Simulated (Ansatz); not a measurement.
# AlSi: relaxing a made-up structure

Starting from a made-up structure for AlSi, the aim is the relaxed cell, its shortest contacts and, where a second run follows, its electronic structure.

Method: DFT, PBE, plane-wave PAW, files of the set soft_1, scalar-relativistic, no spin, cell and ions relaxed at zero pressure; PAW set soft_1, in the first sound run; inputs show where later runs differ, in Ansatz 0.2.0.

### Step 1. Set-up

Symmetry: P6/mmm, No. 191, hexagonal system. Conventional cell: a = 5.049 Å, b = 5.049 Å, c = 3.887 Å, α = 90.00°, β = 90.00°, γ = 120.00°. Nearest to Si lie 6 Al at 2.52 Å. Nearest to Si lie 6 Al at 2.43 Å. Al has 6 Si at 2.43 to 2.52 Å and 4 Al at 2.52 Å nearest. Farther neighbours are not listed.

Structure file:

```cif
data_structure
_symmetry_space_group_name_H-M 'P6/mmm'
_symmetry_Int_Tables_number 191
_cell_length_a 5.0490
_cell_length_b 5.0490
_cell_length_c 3.8870
_cell_angle_alpha 90.000
_cell_angle_beta 90.000
_cell_angle_gamma 120.000
_cell_volume 85.81
loop_
_atom_site_label
_atom_site_type_symbol
_atom_site_symmetry_multiplicity
_atom_site_Wyckoff_symbol
_atom_site_fract_x
_atom_site_fract_y
_atom_site_fract_z
_atom_site_occupancy
Si1 Si 1 a 0.00000 0.00000 0.00000 1
Si2 Si 2 d 0.66667 0.33333 0.50000 1
Al1 Al 3 f 0.00000 0.50000 0.00000 1
```

### Step 2. Relaxing cell and atoms

The guessed cell has no reason to be at equilibrium. It is relaxed with the atoms, within the space group of the guess.

Contents of input.yaml:

```yaml
crystal:
  lattice:
    - [5.049, 0.0, 0.0]
    - [-2.5245, 4.372562264, 0.0]
    - [0.0, 0.0, 3.887]
  atoms:
    - { symbol: Si, position: [0.0, 0.0, 0.0] }
    - { symbol: Si, position: [0.666666667, 0.333333333, 0.5] }
    - { symbol: Si, position: [0.333333333, 0.666666667, 0.5] }
    - { symbol: Al, position: [0.0, 0.5, 0.0] }
    - { symbol: Al, position: [0.5, 0.5, 0.0] }
    - { symbol: Al, position: [0.5, 0.0, 0.0] }
kpoints:
  mp_grid: { grid: [6, 6, 7] }
scf:
  occupations: { method: fermi_dirac, width: 0.05 }
hamiltonian:
  xc: pbe
  pseudopotentials: { kind: paw, azcp: { folder: soft_1 } }
relax:
  f_tol: 0.015
  max_steps: 70
  cell: {}
output:
  forces: true
  stress: true
```

Run with:

```bash
> ansatz run input.yaml --threads 4 --pin off --max-ram 10240MiB --backend cpu --events-out ev --progress --plain --runs-dir out
```

Numbers of over 12 decimals in the logs are rounded to 6 here.

Log:

```text
Engine: ansatz 0.2.0, aarch64-unknown-linux-gnu
Pseudopotentials: kind: paw
Pseudopotential: Si, paw, valence charge 4, recommended cutoff 420 eV (normal), soft_1/Si.paw.azcp
Pseudopotential: Al, paw, valence charge 3, recommended cutoff 420 eV (normal), soft_1/Al.paw.azcp
Functional definition: PBE
  parameter kappa = 0.804
  parameter beta = 0.066725
  exchange = pbe_x(kappa = kappa, mu = beta*pi^2/3)
  correlation = pbe_c(beta = beta)
Crystal: 6 atoms, lattice volume = 85.814 Å³
Basis set: ecut = 420 eV, 1711 PW (Γ), exchange–correlation on 72×72×54 points (8 copies of the dense FFT grid, shifted against one another)
Bands: 17, of which v1, the nominal top of the filled ones, is band 11 counted from 1 (10 counted from 0)
Symmetry: 24 space group operations
Space group: P6/mmm (ITA 191), of the structure as read, at distance tolerance 4.4e-5 Å
k-points: 28 of 252
Non-local potential: Si, projectors of the file, l = 0: 2, l = 1: 2, l = 2: 1
Non-local potential: Al, projectors of the file, l = 0: 2, l = 1: 2, l = 2: 1
PAW form: soft (Blöchl's): semilocal exchange-correlation on the pseudo side does not see the compensation charge
PAW one-centre angular grid: Si, 110 points (default); XC on 64 Gauss nodes
PAW one-centre angular grid: Al, 110 points (default); XC on 64 Gauss nodes
Initial density: superposition of atomic densities (chi_scale 0.1, normalization cell, long waves kept (reshape's long-wave potential 0.00 eV rms))
Initial wavefunctions: pseudopotential atomic-orbital guess
Functional: x = pbe(κ = 0.804, μ = 0.219515), c = pbe(β = 0.066725)
SCF iter   1: F=—  HF=-3516.772092 eV  |F-HF|=—  |Δ(HF+E_count)|=         —  Δρ=4.22e-2  dr2=2.47e0  ethr=3.10e-3  ⟨swp⟩=7.4  Hψ=3283  notcnv=0
preconditioner: auto → none  [metal: Δε(μ)=0.045 eV  Ē_g=8.305 eV  σ=0.050 eV  W_gap=0.22  n_scr=8 (ndim 8)  ℏωp=18.4 eV  f_vac=0.000  D(μ)=3.32/eV (n_scr^D=26)  sad-step TF]
SCF iter   2: F=—  HF=-3516.198956 eV  |F-HF|=—  |Δ(HF+E_count)|=   5.73e-1  Δρ=2.52e-2  dr2=8.26e-1  ethr=3.10e-3  ⟨swp⟩=2.8  Hψ=982  notcnv=0  defer=24
SCF iter   3: F=—  HF=-3515.887646 eV  |F-HF|=—  |Δ(HF+E_count)|=   3.11e-1  Δρ=1.64e-3  dr2=2.25e-3  ethr=3.10e-3  ⟨swp⟩=2.4  Hψ=849  notcnv=0  defer=24
SCF iter   4: F=—  HF=-3515.887706 eV  |F-HF|=—  |Δ(HF+E_count)|=   5.97e-5  Δρ=4.34e-4  dr2=2.15e-4  ethr=1.07e-5  ⟨swp⟩=2.4  Hψ=1000  notcnv=0  defer=25
SCF iter   5: F=—  HF=-3515.887679 eV  |F-HF|=—  |Δ(HF+E_count)|=   2.72e-5  Δρ=8.56e-5  dr2=1.36e-5  ethr=1.03e-6  ⟨swp⟩=2.0  Hψ=702  notcnv=0  defer=25
SCF iter   6: F=—  HF=-3515.887799 eV  |F-HF|=—  |Δ(HF+E_count)|=   1.20e-4  Δρ=1.02e-5  dr2=1.36e-7  ethr=6.49e-8  ⟨swp⟩=2.4  Hψ=715  notcnv=0  defer=25
SCF iter   7: F=-3515.887799 eV  HF=-3515.887799 eV  |F-HF|=1.65e-9  |Δ(HF+E_count)|=   1.71e-8  Δρ=2.17e-6  dr2=2.26e-9  ethr=4.76e-10  ⟨swp⟩=4.1  Hψ=1495  notcnv=0
SCF 1 converged in 7 iterations: F = -3515.887799 eV  dr2 = 2.26e-9
  greatest PAW one-centre occupation: 0.661 electrons in one spin orbital (limit 2), on the Si atom at site 2 (counted from 0), in its partial waves of l = 0
relax step   1: F+E_penalty+E_count = -3515.88779868 eV  Δ(F+E_penalty+E_count) = +0.000e0 eV  max|allowed force component| = 2.961e-16 eV/Å  Δτ_max = 0.0000 Å  P = +26.687 GPa  Ω = 85.814 Å³  (7 SCF iters, dr2 threshold 1.00e-7 eV, accepted)
Crystal: 6 atoms, lattice volume = 96.704 Å³
Basis set: ecut = 420 eV, 1879 PW (Γ), exchange–correlation on 72×72×54 points (8 copies of the dense FFT grid, shifted against one another)
Initial density: handed on by an earlier stage of this run
Initial wavefunctions: those handed on with the density
iter 1 solved again at ethr=7.35e-4 eV; its pass at ethr=3.10e-3 eV (dr2=1.54e-1 eV) is discarded
SCF iter   1: F=—  HF=-3517.129361 eV  |F-HF|=—  |Δ(HF+E_count)|=         —  Δρ=8.01e-3  dr2=1.57e-1  ethr=7.35e-4  ⟨swp⟩=1.0  Hψ=3488  notcnv=0
preconditioner: auto → Kerker (q_TF=auto, 2.115 Å⁻¹)  [metal: Δε(μ)=0.022 eV  Ē_g=7.640 eV  σ=0.050 eV  W_gap=0.11  n_scr=20 (ndim 8)  ℏωp=17.3 eV  f_vac=0.000  D(μ)=2.33/eV (n_scr^D=20)]
SCF iter   2: F=—  HF=-3517.088481 eV  |F-HF|=—  |Δ(HF+E_count)|=   4.09e-2  Δρ=4.56e-3  dr2=4.77e-2  ethr=7.35e-4  ⟨swp⟩=1.0  Hψ=476  notcnv=0
SCF iter   3: F=—  HF=-3517.071881 eV  |F-HF|=—  |Δ(HF+E_count)|=   1.66e-2  Δρ=9.95e-4  dr2=2.14e-3  ethr=2.27e-4  ⟨swp⟩=2.9  Hψ=884  notcnv=0
SCF iter   4: F=—  HF=-3517.071603 eV  |F-HF|=—  |Δ(HF+E_count)|=   2.78e-4  Δρ=2.80e-4  dr2=1.34e-4  ethr=1.02e-5  ⟨swp⟩=2.3  Hψ=781  notcnv=0
SCF iter   5: F=—  HF=-3517.071663 eV  |F-HF|=—  |Δ(HF+E_count)|=   6.06e-5  Δρ=7.52e-5  dr2=6.91e-6  ethr=6.37e-7  ⟨swp⟩=2.5  Hψ=724  notcnv=0
SCF iter   6: F=-3517.071667 eV  HF=-3517.071667 eV  |F-HF|=6.51e-8  |Δ(HF+E_count)|=   3.46e-6  Δρ=9.41e-6  dr2=8.32e-8  ethr=2.86e-9  ⟨swp⟩=5.0  Hψ=1706  notcnv=0
SCF 2 converged in 6 iterations: F = -3517.071667 eV  dr2 = 8.32e-8
  greatest PAW one-centre occupation: 0.662 electrons in one spin orbital (limit 2), on the Si atom at site 0 (counted from 0), in its partial waves of l = 0
relax step   2: F+E_penalty+E_count = -3517.07166672 eV  Δ(F+E_penalty+E_count) = -1.184e0 eV  max|allowed force component| = 1.480e-16 eV/Å  Δτ_max = 0.0000 Å  P = +9.476 GPa  Ω = 96.704 Å³  energy of the carried Pulay correction = -1.325e-3 eV  (6 SCF iters, dr2 threshold 6.00e-7 eV, accepted)
Crystal: 6 atoms, lattice volume = 104.022 Å³
Basis set: ecut = 420 eV, 2035 PW (Γ), exchange–correlation on 72×72×54 points (8 copies of the dense FFT grid, shifted against one another)
iter 1 solved again at ethr=1.81e-4 eV; its pass at ethr=3.10e-3 eV (dr2=3.79e-2 eV) is discarded
SCF iter   1: F=—  HF=-3517.355216 eV  |F-HF|=—  |Δ(HF+E_count)|=         —  Δρ=4.15e-3  dr2=3.85e-2  ethr=1.81e-4  ⟨swp⟩=1.1  Hψ=3458  notcnv=0
preconditioner: auto → Kerker (q_TF=auto, 2.090 Å⁻¹)  [metal: Δε(μ)=0.067 eV  Ē_g=7.308 eV  σ=0.050 eV  W_gap=0.32  n_scr=20 (ndim 8)  ℏωp=16.7 eV  f_vac=0.000  D(μ)=2.49/eV (n_scr^D=20)]
SCF iter   2: F=—  HF=-3517.344774 eV  |F-HF|=—  |Δ(HF+E_count)|=   1.04e-2  Δρ=2.46e-3  dr2=1.29e-2  ethr=1.81e-4  ⟨swp⟩=1.0  Hψ=476  notcnv=0
SCF iter   3: F=—  HF=-3517.340169 eV  |F-HF|=—  |Δ(HF+E_count)|=   4.61e-3  Δρ=4.75e-4  dr2=5.17e-4  ethr=6.16e-5  ⟨swp⟩=2.4  Hψ=741  notcnv=0
SCF iter   4: F=—  HF=-3517.340076 eV  |F-HF|=—  |Δ(HF+E_count)|=   9.23e-5  Δρ=1.48e-4  dr2=4.41e-5  ethr=2.46e-6  ⟨swp⟩=2.2  Hψ=767  notcnv=0
SCF iter   5: F=—  HF=-3517.340088 eV  |F-HF|=—  |Δ(HF+E_count)|=   1.11e-5  Δρ=4.21e-5  dr2=2.73e-6  ethr=2.10e-7  ⟨swp⟩=2.5  Hψ=728  notcnv=0
SCF iter   6: F=-3517.340089 eV  HF=-3517.340089 eV  |F-HF|=3.96e-8  |Δ(HF+E_count)|=   1.28e-6  Δρ=6.50e-6  dr2=5.24e-8  ethr=2.86e-9  ⟨swp⟩=4.7  Hψ=1536  notcnv=0
SCF 3 converged in 6 iterations: F = -3517.340089 eV  dr2 = 5.24e-8
  greatest PAW one-centre occupation: 0.669 electrons in one spin orbital (limit 2), on the Si atom at site 0 (counted from 0), in its partial waves of l = 0
relax step   3: F+E_penalty+E_count = -3517.34008888 eV  Δ(F+E_penalty+E_count) = -2.684e-1 eV  max|allowed force component| = 1.480e-16 eV/Å  Δτ_max = 0.0000 Å  P = +2.775 GPa  Ω = 104.022 Å³  energy of the carried Pulay correction = -2.127e-3 eV  (6 SCF iters, dr2 threshold 6.00e-7 eV, accepted)
[...]
relax step   4: F+E_penalty+E_count = -3517.37500189 eV  Δ(F+E_penalty+E_count) = -3.491e-2 eV  max|allowed force component| = 2.961e-16 eV/Å  Δτ_max = 0.0000 Å  P = -0.520 GPa  Ω = 108.637 Å³  energy of the carried Pulay correction = -2.612e-3 eV  (6 SCF iters, dr2 threshold 6.00e-7 eV, accepted)
[...]
relax step   5: F+E_penalty+E_count = -3517.37808476 eV  Δ(F+E_penalty+E_count) = -3.083e-3 eV  max|allowed force component| = 1.480e-16 eV/Å  Δτ_max = 0.0000 Å  P = -0.244 GPa  Ω = 108.031 Å³  energy of the carried Pulay correction = -2.560e-3 eV  (5 SCF iters, dr2 threshold 6.00e-7 eV, accepted)
[...]
relax step   6: F+E_penalty+E_count = -3517.37873175 eV  Δ(F+E_penalty+E_count) = -6.470e-4 eV  max|allowed force component| = 2.930e-16 eV/Å  Δτ_max = 0.0000 Å  P = -0.010 GPa  Ω = 107.566 Å³  energy of the carried Pulay correction = -2.517e-3 eV  (5 SCF iters, dr2 threshold 2.28e-7 eV, accepted)
[...]
relax step   7: F+E_penalty+E_count = -3517.38665689 eV  Δ(F+E_penalty+E_count) = -7.925e-3 eV  max|allowed force component| = 2.930e-16 eV/Å  Δτ_max = 0.0000 Å  P = +0.079 GPa  Ω = 107.566 Å³  stress off target by 1.11e-1 GPa  SCF on the basis re-selected at this cell (its energy is not comparable with the rows above)  (6 SCF iters)
[...]
relax step   8: F+E_penalty+E_count = -3517.38668130 eV  Δ(F+E_penalty+E_count) = -2.440e-5 eV  max|allowed force component| = 2.714e-16 eV/Å  Δτ_max = 0.0000 Å  P = +0.004 GPa  Ω = 107.673 Å³  energy of the carried Pulay correction = -1.050e-5 eV  (4 SCF iters, dr2 threshold 3.11e-8 eV, accepted)
iter 1 solved again at ethr=2.21e-7 eV; its pass at ethr=3.10e-3 eV (dr2=4.64e-5 eV) is discarded
SCF iter   1: F=—  HF=-3517.386725 eV  |F-HF|=—  |Δ(HF+E_count)|=         —  Δρ=3.17e-6  dr2=1.93e-8  ethr=2.21e-7  ⟨swp⟩=3.2  Hψ=4646  notcnv=0
eigensolver tolerance schedule: the retry pair's looser diagonalisation over-reported the residual by 2402.84 of it (diagonalisation noise at 0.21 of the residual, at the tolerance the schedule requests for it); recorded, not acted on — ethr = c·dr2/N_el stays at c = 1.0e-1
preconditioner: auto → Kerker (q_TF=auto, 2.078 Å⁻¹)  [metal: Δε(μ)=0.020 eV  Ē_g=7.146 eV  σ=0.050 eV  W_gap=0.10  n_scr=20 (ndim 8)  ℏωp=16.4 eV  f_vac=0.000  D(μ)=3.45/eV (n_scr^D=26)]
SCF iter   2: F=—  HF=-3517.386693 eV  |F-HF|=—  |Δ(HF+E_count)|=   3.20e-5  Δρ=1.97e-6  dr2=7.67e-9  ethr=9.20e-11  ⟨swp⟩=3.1  Hψ=1032  notcnv=0
SCF iter   3: F=—  HF=-3517.386693 eV  |F-HF|=—  |Δ(HF+E_count)|=  9.62e-10  Δρ=1.24e-6  dr2=3.43e-9  ethr=3.65e-11  ⟨swp⟩=1.0  Hψ=476  notcnv=0
SCF iter   4: F=—  HF=-3517.386693 eV  |F-HF|=—  |Δ(HF+E_count)|=  7.35e-10  Δρ=5.11e-7  dr2=6.27e-10  ethr=1.63e-11  ⟨swp⟩=2.0  Hψ=696  notcnv=0
SCF iter   5: F=—  HF=-3517.386693 eV  |F-HF|=—  |Δ(HF+E_count)|=  1.67e-10  Δρ=2.68e-7  dr2=1.12e-10  ethr=2.99e-12  ⟨swp⟩=2.7  Hψ=739  notcnv=0
SCF iter   6: F=-3517.386693 eV  HF=-3517.386693 eV  |F-HF|=7.73e-12  |Δ(HF+E_count)|=  6.37e-12  Δρ=1.70e-7  dr2=3.48e-11  ethr=1.00e-12  ⟨swp⟩=4.0  Hψ=1485  notcnv=0
SCF 9 converged in 6 iterations: F = -3517.386693 eV  dr2 = 3.48e-11
relax step   9: F+E_penalty+E_count = -3517.38669269 eV  Δ(F+E_penalty+E_count) = -1.140e-5 eV  max|allowed force component| = 2.591e-16 eV/Å  Δτ_max = 0.0000 Å  P = +0.004 GPa  Ω = 107.673 Å³  stress off target by 9.27e-3 GPa  SCF on the basis re-selected at this cell (its energy is not comparable with the rows above)  (6 SCF iters)
basis re-selected at this cell: Δ(F+E_penalty+E_count) = -1.140e-5 eV, ΔP = -0.000 GPa vs the last step (what re-selecting the basis moved, of the pressure what is left beyond the Pulay correction that the steps carried, after the strain that the cell walked since its last selection, with what the two solves' SCF thresholds leave and, on support functions, any second-order correction that the steps lacked; it is no m [...]
SCF converged after 6 iterations
Free energy (F): -3517.386693 eV
Harris-Foulkes:  -3517.386693 eV  (|F-HF|=7.73e-12)
Internal energy: -3517.358617 eV  (E = F + TS)
E sigma→0 (E₀):  -3517.372655 eV
Entropy (-TS):   -0.028076 eV (-4.679 meV/atom)
Fermi energy:    7.259323 eV
--- Per-component energies (eV) ---
  E_band       = 50.072739
  E_kinetic    = 187.611510
  E_local      = -32.795253  (includes V_loc(G=0)·N_el)
  E_nonlocal   = 97.096229
  E_hartree    = 20.985813
  E_xc         = -281.967892
  E_vxc        = -230.003232  (∫ρ·V_xc dr)
  E_paw        = -2941.391686  (= ΣΔE_a)
  E_vpaw       = -13.808274  (= ΣTr[D̂ρ^β])
  E_aug_tail   = 0.000121  (compensation charges beyond the density's cutoff)
  E_ewald      = -566.897458
  E_smearing   = -0.028076  (= −TS)
  E_closure    = 0.000000  (closes the sum)
  Σ components = -3517.386693   (vs F -3517.386693, Δ=0.00e0)
--- Forces (eV/Å), atoms counted from 1 ---
  atom   1  Si     0.00000000     0.00000000     0.00000000
  atom   2  Si     0.00000000    -0.00000000    -0.00000000
  atom   3  Si     0.00000000     0.00000000     0.00000000
  atom   4  Al     0.00000000     0.00000000     0.00000000
  atom   5  Al    -0.00000000     0.00000000     0.00000000
  atom   6  Al    -0.00000000     0.00000000     0.00000000
  max |Σ_I F_I| component: 1.85e-17 eV/Å
--- Stress (GPa, compression-positive) ---
        0.001956      -0.000000       0.000000
       -0.000000       0.001956      -0.000000
        0.000000      -0.000000       0.009273
  P = ⅓ Tr σ = 0.0044 GPa (0.044 kbar)
--- Relaxed structure (7 steps of the walk, 7 accepted, 2 SCFs on fresh bases) ---
  F+E_penalty+E_count = -3517.38669269 eV   max|allowed force component| = 2.591e-16 eV/Å   (the final SCF, on the basis selected at the relaxed cell)
  cell:  # Å, volume = 107.6726 Å³
    - [5.380707, 0.0, 0.0]
    - [-2.690354, 4.659829, 0.0]
    - [0.0, 0.0, 4.294335]
  atoms:
    - { symbol: Si, position: [0, 0, 0.0] }
    - { symbol: Si, position: [0.666667, 0.333333, 0.5] }
    - { symbol: Si, position: [0.333333, 0.666667, 0.5] }
    - { symbol: Al, position: [-2.7755575615628914e-17, 0.500000, 0.0] }
    - { symbol: Al, position: [0.5, 0.500000, 0.0] }
    - { symbol: Al, position: [0.5, 0, 0.0] }
```

Run time: 6 s. Hardware: 4 threads of Arm Neoverse V1, shared host; peak memory 0.39 GiB; 21 s of CPU time.

The steps of the relaxation:

| step | energy less that of the first step (eV) | largest force component (eV/Å) | pressure (GPa) | volume (Å³) |
| --- | --- | --- | --- | --- |
| 1 | 0.0000 | 0.0000 | 26.69 | 85.81 |
| 2 | -1.1839 | 0.0000 | 9.48 | 96.70 |
| 3 | -1.4523 | 0.0000 | 2.78 | 104.02 |
| 4 | -1.4872 | 0.0000 | -0.52 | 108.64 |
| 5 | -1.4903 | 0.0000 | -0.24 | 108.03 |
| 6 | -1.4909 | 0.0000 | -0.01 | 107.57 |
| 7* | -1.4989 | 0.0000 | 0.08 | 107.57 |
| 8 | -1.4989 | 0.0000 | 0.00 | 107.67 |
| 9* | -1.4989 | 0.0000 | 0.00 | 107.67 |

Relaxation steps marked * repeat the geometry before them on a plane-wave basis chosen anew for their cell, so energy and pressure can jump there.

Forces are held to the 24 operations that the run works with; a distortion that breaks them can't arise in this run.

| conventional cell, symmetrised | before | after | change |
| --- | --- | --- | --- |
| a (Å) | 5.049 | 5.381 | +6.6 % |
| b (Å) | 5.049 | 5.381 | +6.6 % |
| c (Å) | 3.887 | 4.294 | +10.5 % |
| volume (Å³/atom) | 14.30 | 17.95 | +25.5 % |

The relaxed structure:

```xyz
6
Lattice="5.3807 0.0000 0.0000 -2.6904 4.6598 0.0000 0.0000 0.0000 4.2943" Properties=species:S:1:pos:R:3 pbc="T T T"
Si    0.0000    0.0000    0.0000
Si    2.6904    1.5533    2.1472
Si    0.0000    3.1066    2.1472
Al   -1.3452    2.3299    0.0000
Al    1.3452    2.3299    0.0000
Al    2.6904    0.0000    0.0000
```

Numbers from this step:

```
free energy             : -3517.3867 eV
energy at zero smearing : -3517.3727 eV
smearing term TS        : 0.02808 eV
Fermi energy            : 7.259 eV
electrons               : 21
symmetry operations     : 24
pressure                : 0.004395 GPa
```

Shortest distances by pair of elements, guess and relaxed (not always the same contact):

| pair | guess (Å) | relaxed (Å) |
| --- | --- | --- |
| Al–Si | 2.429 | 2.650 |
| Al–Al | 2.525 | 2.690 |
| Si–Si | 2.915 | 3.107 |

The relaxation ends with a pressure of 0.00 GPa.

(Part 1 of 2 ends here.)

[Logs are printed without paths, hosts, clocks, repeated set-up lines and the standing remarks that a program may print on its own settings, such as how far it seeks lower states.]

[Hosts, paths, dates, database ids (printed as entryN), source tags and the programs' standing remarks are cut or masked in the printed files.]
